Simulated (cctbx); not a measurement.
# Solving a structure by charge flipping

Cell a = 4.4360 Å, b = 4.4360 Å, c = 7.0400 Å, α = 90.00°, β = 90.00°, γ = 120.00°; space group P-3m1 (no. 164); content Lu1 Ge2 Sc2.

Simulated single-crystal data (cctbx): synchrotron X-rays, λ = 0.7749 Å, to d = 0.65 Å, 50 % of the full sphere, strongest reflection 5000 counts, noise from counting, a 2 % proportional error and a noise floor of 4 counts (s.d.); no absorption, and some extinction, which the refinements don't model.

Charge flipping in P1 on plain amplitudes to 0.8 Å, δ = 1 σ, 30 % of the reflections treated as weak, 600 cycles:

```text
cycle      R  skewness
    0  0.528     0.36
   50  0.325     5.97
  100  0.314     5.45
  150  0.320     5.56
  200  0.330     5.31
  250  0.330     5.49
  300  0.315     5.40
  350  0.318     5.52
  400  0.317     5.44
  450  0.315     5.52
  500  0.322     5.31
  550  0.316     5.69
origin shift          correlation  skewness
 0.738  0.590  0.265      0.823      3.29
 0.735  0.591  0.082      0.821      3.20
 0.394  0.924  0.389      0.807      4.62
 0.067  0.253  0.449      0.814      3.27
taken: symmetry correlation 0.807, skewness 4.62
peak      x       y       z  mult  height/sigma
Q1    0.0000  0.0000  0.0000    1     16.7
Q2    0.3333  0.6667  0.2304    2      9.9
Q3    0.3333  0.6667  0.6755    2      5.1
Q4    0.3333  0.6667  0.0568    2      2.4
Q5    0.0000  0.0000  0.2053    2      2.1
Q6    0.0000  0.0000  0.4157    2      1.9
Q7    0.2434  0.4869  0.4189    6      1.7
Q8    0.8752  0.1248  0.1459    6      1.6
```

The origin is taken among those within 0.04 of the best correlation, by the skewness of the map.

Run time: 0.39 s on 1 thread of Arm Neoverse V2, with other jobs on the host, peak memory 0.07 GiB.

Q: Assign the peaks.

Heights go roughly as Z and multiplicities must add up to the content. First model: Q1 = Lu1 (1 in the cell, height 16.7), Q2 = Ge1 (2 in the cell, height 9.9) and Q3 = Sc1 (2 in the cell, height 5.1). Against the true structure, Q1 is Lu, Q2 is Ge and Q3 is Sc; the other peaks are not atoms.

Least squares on F², isotropic:

```text
Rint 0.030, 198 unique reflections to 0.65 A
cycle     R1     wR2    GooF  max shift (A)
   1  0.4120  0.7201  25.807   0.32214
   3  0.0155  0.0326   1.169   0.00000
final R1 0.0155 wR2 0.0326 GooF 1.169  parameters 5  data/parameter 39.6
atom        x        y        z      Ueq    occ   su(xyz)  su(Uiso or U11)
Lu1    0.00000  0.00000  0.00000   0.0074  1.000  0.00000  0.0001
Ge1    0.33333  0.66667  0.26109   0.0087  1.000  0.00010  0.0001
Sc1    0.33333  0.66667  0.63473   0.0113  1.000  0.00019  0.0002
difference map: max 1.02 min -1.39 rms 0.27
Q1    0.1448  0.2895  0.5066    6    1.04  1.71 A from Sc1
Q2    0.1490  0.2979  0.1052    6    0.68  1.36 A from Lu1
Q3    0.1936  0.3872  0.6084    6    0.67  1.09 A from Sc1
Q4    0.1178  0.4767  0.7636   12    0.67  1.28 A from Sc1
Q5    0.3333  0.6667  0.7918    2    0.63  1.11 A from Sc1
```

Anisotropic refinement:

```text
Rint 0.030, 198 unique reflections to 0.65 A
cycle     R1     wR2    GooF  max shift (A)
   1  0.0155  0.0326   1.178   0.00042
   2  0.0146  0.0317   1.146   0.00000
final R1 0.0146 wR2 0.0317 GooF 1.146  parameters 8  data/parameter 24.8
atom        x        y        z      Ueq    occ   su(xyz)  su(Uiso or U11)
Lu1    0.00000  0.00000  0.00000   0.0074  1.000  0.00000  0.0001
Ge1    0.33333  0.66667  0.26110   0.0087  1.000  0.00010  0.0002
Sc1    0.33333  0.66667  0.63467   0.0113  1.000  0.00018  0.0003
difference map: max 1.03 min -1.36 rms 0.26
Q1    0.1447  0.2895  0.5073    6    1.04  1.70 A from Sc1
Q2    0.1491  0.2982  0.1078    6    0.70  1.37 A from Lu1
Q3    0.1215  0.4781  0.7639   12    0.68  1.27 A from Sc1
Q4    0.1940  0.3879  0.6101    6    0.66  1.08 A from Sc1
Q5    0.0871  0.5435  0.8797    6    0.62  1.89 A from Ge1
Q6    0.2112  0.4224  0.9705    6    0.62  1.64 A from Lu1
```

**Reading.** The refinement ends at R1 = 0.0146, wR2 = 0.0317, GooF = 1.15, with difference density between -1.36 and 1.03 e/Å³. Every site matches the true model in element, within 0.001 Å r.m.s., up to an allowed shift of origin.

True model:

| atom | mult. | x | y | z | Ueq (Å²) |
| --- | --- | --- | --- | --- | --- |
| Lu1 | 1 | 0 | 0 | 0 | 0.0081 |
| Ge1 | 2 | 2/3 | 1/3 | 0.7389 | 0.0090 |
| Sc1 | 2 | 2/3 | 1/3 | 0.3652 | 0.0112 |

The model was made for the exercise: a known structure type with other elements put in, its volume estimated, not relaxed; displacement parameters are assumed.

[Middle refinement cycles are left out of these outputs.]

[Logs are printed without paths, hosts, clocks, repeated set-up lines and the standing remarks that a program may print on its own settings, such as how far it seeks lower states.]
